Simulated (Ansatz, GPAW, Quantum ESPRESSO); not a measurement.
# TiSi2: valence-band photoemission, part 2 of 7

What would valence photoemission of TiSi2 look like, and what sets its shape?

Ansatz 0.2.0, Quantum ESPRESSO 7.5 and GPAW 26.7.0; DFT, LDA, plane-wave PAW, default files, scalar-relativistic (the session's first sound run).

So far. Step 2 (The base run): At this lattice the functional leaves a pressure of -5.4 GPa, which narrows the bands against the functional's own equilibrium. At the Fermi level the DOS is 1.36 states/eV a cell, and on the broadened curves Ti 3d holds 73 % of the total there.

## (3) The same cell in Quantum ESPRESSO

This step: DFT, LDA, plane waves, ultrasoft GBRV pseudopotentials, scalar-relativistic (Quantum ESPRESSO 7.5).

The main run's cell is run in Quantum ESPRESSO, with other potentials, to see which digits hang on the program.

File scf.in:

```
&control
  calculation = 'scf'
  prefix = 'pes'
  outdir = './tmp'
  pseudo_dir = './pp'
  tprnfor = .true.
  tstress = .true.
/
&system
  ibrav = 0
  nat = 6
  ntyp = 2
  ecutwfc = 40.0
  ecutrho = 200.0
  occupations = 'smearing'
  nbnd = 36
  smearing = 'fd'
  degauss = 0.00367
/
&electrons
  conv_thr = 6e-09
  mixing_beta = 0.5
  electron_maxstep = 120
/
ATOMIC_SPECIES
Ti 47.8670 ti_lda_v1.4.uspp.F.UPF
Si 28.0850 si_lda_v1.uspp.F.UPF
CELL_PARAMETERS angstrom
 1.765105025 -6.759281535 0.000000000
 1.765105025 6.759281535 0.000000000
 0.000000000 0.000000000 3.565173970
ATOMIC_POSITIONS crystal
Ti 0.103118080 0.896881920 0.250000000
Ti 0.896881920 0.103118080 0.750000000
Si 0.750314820 0.249685180 0.250000000
Si 0.249685180 0.750314820 0.750000000
Si 0.441748550 0.558251450 0.250000000
Si 0.558251450 0.441748550 0.750000000
K_POINTS automatic
10 10 10 0 0 0
```

Launch:

```bash
$ OMP_NUM_THREADS=1 mpirun -n 4 pw.x -nk 4 -in scf.in > scf.out
```

The program printed:

```text
Program PWSCF v.7.5 starts

     This program is part of the open-source Quantum ESPRESSO suite
     for quantum simulation of materials; please cite
         "P. Giannozzi et al., J. Phys.:Condens. Matter 21 395502 (2009);
         "P. Giannozzi et al., J. Phys.:Condens. Matter 29 465901 (2017);
         "P. Giannozzi et al., J. Chem. Phys. 152 154105 (2020);
          URL
     in publications or presentations arising from this work. More details at

     Parallel version (MPI & OpenMP), running on       4 processor cores
     Number of MPI processes:                 4
     Threads/MPI process:                     1

     MPI processes distributed on     1 nodes
     439096 MiB available memory on the printing compute node when the environment starts

     Current dimensions of program PWSCF are:
     Max number of different atomic species (ntypx) = 10
     Max number of k-points (npk) =  40000
     Max angular momentum in pseudopotentials (lmaxx) =  4
     Message from routine setup:
     using ibrav=0 with symmetry is DISCOURAGED, use correct ibrav instead

     K-points division:     npool     =       4
     Subspace diagonalization in iterative solution of the eigenvalue problem:
     a serial algorithm will be used

     G-vector sticks info
     --------------------
     sticks:   dense  smooth     PW     G-vecs:    dense   smooth      PW
     Sum        1351    1091    367                27481    19645    3873

     Using Slab Decomposition

     bravais-lattice index     =            0
     lattice parameter (alat)  =      13.2015  a.u.
     unit-cell volume          =     574.0879 (a.u.)^3
     number of atoms/cell      =            6
     number of atomic types    =            2
     number of electrons       =        40.00
     number of Kohn-Sham states=           36
     kinetic-energy cutoff     =      40.0000  Ry
     charge density cutoff     =     200.0000  Ry
     scf convergence threshold =      6.0E-09
     mixing beta               =       0.5000
     number of iterations used =            8  plain     mixing
     Exchange-correlation= SLA  PZ   NOGX NOGC
                           (   1   1   0   0   0   0   0)

     celldm(1)=  13.201530  celldm(2)=   0.000000  celldm(3)=   0.000000
     celldm(4)=   0.000000  celldm(5)=   0.000000  celldm(6)=   0.000000

     crystal axes: (cart. coord. in units of alat)
               a(1) = (   0.252665  -0.967554   0.000000 )
               a(2) = (   0.252665   0.967554   0.000000 )
               a(3) = (   0.000000   0.000000   0.510335 )

     reciprocal axes: (cart. coord. in units 2 pi/alat)
               b(1) = (  1.978905 -0.516767  0.000000 )
               b(2) = (  1.978905  0.516767 -0.000000 )
               b(3) = ( -0.000000  0.000000  1.959497 )

     PseudoPot. # 1 for Ti read from file:
     ./pp/ti_lda_v1.4.uspp.F.UPF
     Pseudo is Ultrasoft + core correction, Zval = 12.0
     Generated by new atomic code, or converted to UPF format
     Using radial grid of  851 points,  6 beta functions with:
                l(1) =   0
                l(2) =   0
                l(3) =   1
                l(4) =   1
                l(5) =   2
                l(6) =   2
     Q(r) pseudized with  6 coefficients,  rinner =    1.000   1.000   1.000
                                                       1.000   1.000

     PseudoPot. # 2 for Si read from file:
     ./pp/si_lda_v1.uspp.F.UPF
     Pseudo is Ultrasoft + core correction, Zval =  4.0
     Generated by new atomic code, or converted to UPF format
     Using radial grid of  899 points,  6 beta functions with:
                l(1) =   0
                l(2) =   0
                l(3) =   1
                l(4) =   1
                l(5) =   2
                l(6) =   2
     Q(r) pseudized with  8 coefficients,  rinner =    0.900   0.900   0.900
                                                       0.900   0.900

     atomic species   valence    mass     pseudopotential
     Ti               12.00    47.86700     Ti( 1.00)
     Si                4.00    28.08500     Si( 1.00)

      8 Sym. Ops., with inversion, found ( 4 have fractional translation)

   Cartesian axes

     site n.     atom                  positions (alat units)
         1        Ti     tau(   1) = (   0.2526650   0.7680092   0.1275837  )
         2        Ti     tau(   2) = (   0.2526650  -0.7680092   0.3827512  )
         3        Si     tau(   3) = (   0.2526650  -0.4843861   0.1275837  )
         4        Si     tau(   4) = (   0.2526650   0.4843861   0.3827512  )
         5        Si     tau(   5) = (   0.2526650   0.1127228   0.1275837  )
         6        Si     tau(   6) = (   0.2526650  -0.1127228   0.3827512  )

     number of k points=   186  Fermi-Dirac smearing, width (Ry)=  0.0037

     Number of k-points >= 100: set verbosity='high' to print them.

     Dense  grid:    27481 G-vectors     FFT dimensions: (  60,  60,  32)

     Smooth grid:    19645 G-vectors     FFT dimensions: (  54,  54,  30)

     Estimated max dynamical RAM per process >     112.34 MB

     Estimated total dynamical RAM >     429.22 MB

     Check: negative core charge=   -0.000003

     Initial potential from superposition of free atoms

     starting charge      37.9975, renormalised to      40.0000

     negative rho (up, down):  1.240E-03 0.000E+00
     Starting wfcs are   36 randomized atomic wfcs

     total cpu time spent up to now is        3.5 secs

     per-process dynamical memory:    97.9 Mb

     Self-consistent Calculation

     iteration #  1     ecut=    40.00 Ry     beta= 0.50
     Davidson diagonalization with overlap
     ethr =  1.00E-02,  avg # of iterations =  5.6

     negative rho (up, down):  1.067E-03 0.000E+00

     total cpu time spent up to now is       12.9 secs

     total energy              =    -277.14494750 Ry
     estimated scf accuracy    <       0.41512702 Ry

     iteration #  2     ecut=    40.00 Ry     beta= 0.50
     Davidson diagonalization with overlap
     ethr =  1.04E-03,  avg # of iterations =  3.4

     negative rho (up, down):  9.379E-04 0.000E+00

     total cpu time spent up to now is       20.9 secs

     total energy              =    -277.19498275 Ry
     estimated scf accuracy    <       0.53547618 Ry

     iteration #  3     ecut=    40.00 Ry     beta= 0.50
     Davidson diagonalization with overlap
     ethr =  1.04E-03,  avg # of iterations =  2.3

     negative rho (up, down):  7.952E-04 0.000E+00

     total cpu time spent up to now is       27.3 secs

     total energy              =    -277.28273523 Ry
     estimated scf accuracy    <       0.05281296 Ry

     iteration #  4     ecut=    40.00 Ry     beta= 0.50
     Davidson diagonalization with overlap
     ethr =  1.32E-04,  avg # of iterations =  2.5

     negative rho (up, down):  7.270E-04 0.000E+00

     total cpu time spent up to now is       33.9 secs

     total energy              =    -277.29122767 Ry
     estimated scf accuracy    <       0.03493875 Ry

     iteration #  5     ecut=    40.00 Ry     beta= 0.50
     Davidson diagonalization with overlap
     ethr =  8.73E-05,  avg # of iterations =  1.5

     negative rho (up, down):  6.595E-04 0.000E+00

     total cpu time spent up to now is       39.8 secs

     total energy              =    -277.29576783 Ry
     estimated scf accuracy    <       0.00017486 Ry

     iteration #  6     ecut=    40.00 Ry     beta= 0.50
     Davidson diagonalization with overlap
     ethr =  4.37E-07,  avg # of iterations =  7.2

     negative rho (up, down):  6.518E-04 0.000E+00

     total cpu time spent up to now is       50.6 secs

     total energy              =    -277.29591114 Ry
     estimated scf accuracy    <       0.00002048 Ry

     iteration #  7     ecut=    40.00 Ry     beta= 0.50
     Davidson diagonalization with overlap
     ethr =  5.12E-08,  avg # of iterations =  2.1

     negative rho (up, down):  6.495E-04 0.000E+00

     total cpu time spent up to now is       56.9 secs

     total energy              =    -277.29591471 Ry
     estimated scf accuracy    <       0.00000073 Ry

     iteration #  8     ecut=    40.00 Ry     beta= 0.50
     Davidson diagonalization with overlap
     ethr =  1.83E-09,  avg # of iterations =  3.5

     negative rho (up, down):  6.493E-04 0.000E+00

     total cpu time spent up to now is       65.1 secs

     total energy              =    -277.29591501 Ry
     estimated scf accuracy    <       0.00000002 Ry

     iteration #  9     ecut=    40.00 Ry     beta= 0.50
     Davidson diagonalization with overlap
     ethr =  4.58E-11,  avg # of iterations =  3.2

     negative rho (up, down):  6.493E-04 0.000E+00

     total cpu time spent up to now is       73.2 secs

     End of self-consistent calculation

     Number of k-points >= 100: set verbosity='high' to print the bands.

     the Fermi energy is    12.6593 ev

!    total energy              =    -277.29591501 Ry
     estimated scf accuracy    <          1.4E-09 Ry
     smearing contrib. (-TS)   =      -0.00091268 Ry
     internal energy E=F+TS    =    -277.29500234 Ry

     The total energy is F=E-TS. E is the sum of the following terms:
     one-electron contribution =     -94.83696738 Ry
     hartree contribution      =      65.61632237 Ry
     xc contribution           =     -53.61032518 Ry
     ewald contribution        =    -194.46403214 Ry

     convergence has been achieved in   9 iterations

     negative rho (up, down):  6.493E-04 0.000E+00

     Forces acting on atoms (cartesian axes, Ry/au):

     atom    1 type  1   force =    -0.00000000   -0.00180558    0.00000000
     atom    2 type  1   force =    -0.00000000    0.00180558    0.00000000
     atom    3 type  2   force =     0.00000000    0.00034757    0.00000000
     atom    4 type  2   force =     0.00000000   -0.00034757    0.00000000
     atom    5 type  2   force =     0.00000000    0.00374007   -0.00000000
     atom    6 type  2   force =    -0.00000000   -0.00374007    0.00000000

     Total force =     0.005894     Total SCF correction =     0.000085

     Computing stress (Cartesian axis) and pressure

     negative rho (up, down):  6.493E-04 0.000E+00
          total   stress  (Ry/bohr**3)                   (kbar)     P=      -53.54
  -0.00038504   0.00000000   0.00000000          -56.64        0.00        0.00
  -0.00000000  -0.00034885   0.00000000           -0.00      -51.32        0.00
   0.00000000   0.00000000  -0.00035797            0.00        0.00      -52.66

     XML data file, charge density, pseudopotentials, collected wavefunctions

     Called by init_run:

     Called by electrons:

     Called by c_bands:

     Called by *egterg:

     Called by h_psi:
                                        0.00s GPU  (    1941 calls)

     General routines

     Parallel routines

=------------------------------------------------------------------------------=
   JOB DONE.
=------------------------------------------------------------------------------=
```

Elapsed: 77 s, on 4 MPI ranks of Intel Xeon at 2.60GHz (Ice Lake), shared host; 5.1 min of CPU time.

Numbers from this step:

* free energy: -3772.8031 eV
* Fermi energy: 12.66 eV
* pressure: -5.354 GPa

The run ends at a pressure of -5.35 GPa, with forces up to 0.096 eV/Å.

[end of part 2 of 7]

[Logs are printed without paths, hosts, clocks, repeated set-up lines and the standing remarks that a program may print on its own settings, such as how far it seeks lower states.]

[Hosts, paths, dates, database ids (printed as entryN), source tags and the programs' standing remarks are cut or masked in the printed files.]

[Maps of the electrostatic potential energy from Ansatz leave out the sawtooth potential of an applied field or a dipole correction, so their vacuum need not be flat; work functions include it.]

[Peak lists hold at most the 14 tallest peaks of each spectrum; further lines can be left out.]
